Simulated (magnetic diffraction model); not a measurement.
**Solving a magnetic structure from powder neutron data: Tm3Ti2SiAg3**

Space group P-62m (no. 189), a = 6.9900 Å, c = 4.1650 Å.

```csv
site,atom,x,y,z
3g,Tm,0,0.5770,1/2
3f,Ag,0,0.2444,0
2c,Ti,1/3,2/3,0
1b,Si,0,0,1/2
```

The compound is invented for this exercise: a known structure type with other elements, its cell scaled to their sizes and not relaxed.

Only Tm is taken to order (form factors of Tm3+); orders and moment sizes are assumed, and not adapted to the symmetry. Radiation: neutrons of λ = 1.594 Å, 3° to 50°; isotropic B of 0.37 Å² (Tm), 0.3 Å² (Ag), 0.43 Å² (Ti) and 0.59 Å² (Si). Simulated constant-wavelength pattern: nuclear and magnetic terms add, the magnetic one as |2.695 fm × Σ f S⊥ exp(2πi Q·r) exp(−B s²)|², summed over all Q at one angle with the factor 1/(sin²θ cos θ). For collinear order S is the moment m, which repeats by lattice and centring translations R with the sign exp(−2πi k·R). Free-ion form factors, Sears's scattering lengths of 1992, no absorption; a label names one of the reflections at its angle. The strongest nuclear line in the range is 100, and lines under 0.2 are left out.

Above the ordering temperature:

```
2θ (°)    index      I
 15.13  (1 0 0)   28.5
 22.06  (0 0 1)   13.1
 26.36  (1 1 0)   37.5
 26.86  (1 0 1)   31.7
 30.53  (2 0 0)   28.2
 34.64  (1 1 1)  100.0
 37.99  (2 0 1)   62.5
 40.77  (2 1 0)   55.9
 45.00  (0 0 2)   21.3
 46.53  (3 0 0)    2.5
 46.84  (2 1 1)    4.1
 47.75  (1 0 2)    6.2
```

Below it (cell unchanged):

```csv
2θ (°),I
13.34,187.4
15.13,28.5
17.12,49.5
22.06,13.1
22.92,238.6
25.35,2.4
26.36,37.5
26.86,31.7
29.66,7.1
30.53,28.2
34.25,24.4
34.64,100.0
35.21,14.0
35.98,20.1
36.90,27.7
37.99,62.5
39.24,92.7
40.09,63.2
40.77,55.9
40.78,0.8
41.61,4.2
43.73,8.6
44.52,2.7
45.00,21.3
46.53,2.5
46.84,4.1
47.75,6.2
47.89,7.1
48.62,26.7
49.22,19.8
49.93,11.3
```

**Question.** Check that the new lines index with k = (0 1/2 1/2), then choose among these models:
A. collinear moments along [101], 6 μB on Tm; signs + at (0, 0.5770, 1/2), − at (0.5770, 0, 1/2), − at (0.4230, 0.4230, 1/2)
B. collinear moments along [100], 6 μB on Tm; signs + at (0, 0.5770, 1/2), − at (0.5770, 0, 1/2), + at (0.4230, 0.4230, 1/2)
C. collinear moments along [100], 6 μB on Tm; signs + at (0, 0.5770, 1/2), − at (0.5770, 0, 1/2), − at (0.4230, 0.4230, 1/2)
D. collinear moments along [101], 6 μB on Tm; signs + at (0, 0.5770, 1/2), − at (0.5770, 0, 1/2), + at (0.4230, 0.4230, 1/2)

The new lines index as (0 1/2 1/2) at 13.34°, (1 -1/2 1/2) at 17.12°, (1 1/2 1/2) at 22.92° and (0 3/2 1/2) at 25.35°, that is as H ± k with k = (0 1/2 1/2), one of 3 inequivalent arms of its star (k and −k counted as one), which a powder can't tell apart. Half indices mean that the moments reverse under translations with k·R a half-integer, and the magnetic cell has twice the primitive volume.

Magnetic intensity, observed (below minus above) and for each model:

| 2θ (°) | index | observed | A | B | C | D |
| --- | --- | --- | --- | --- | --- | --- |
| 13.34 | (0 1/2 1/2) | 187.4 | 154.1 | 408.7 | 187.4 | 336.1 |
| 22.92 | (1 1/2 1/2) | 238.6 | 247.7 | 68.6 | 238.6 | 71.2 |
| 25.35 | (0 3/2 1/2) | 2.4 | 2.2 | 71.3 | 2.4 | 67.8 |
| 29.66 | (2 -1/2 1/2) | 7.1 | 13.1 | 30.5 | 7.1 | 55.9 |
| 34.25 | (0 1/2 3/2) | 24.4 | 18.3 | 53.2 | 24.4 | 40.0 |
| 35.21 | (1 3/2 1/2) | 14.0 | 14.2 | 66.6 | 14.0 | 67.5 |
| 39.24 | (1 1/2 3/2) | 92.7 | 75.8 | 26.7 | 92.7 | 21.8 |
| 40.09 | (0 5/2 1/2) | 63.2 | 61.9 | 11.5 | 63.2 | 11.3 |

Model C matches.

The structure used: k = (0 1/2 1/2), collinear moments along [100], 6 μB on Tm; signs + at (0, 0.5770, 1/2), − at (0.5770, 0, 1/2), − at (0.4230, 0.4230, 1/2).

[Logs are printed without paths, hosts, clocks, repeated set-up lines and the standing remarks that a program may print on its own settings, such as how far it seeks lower states.]
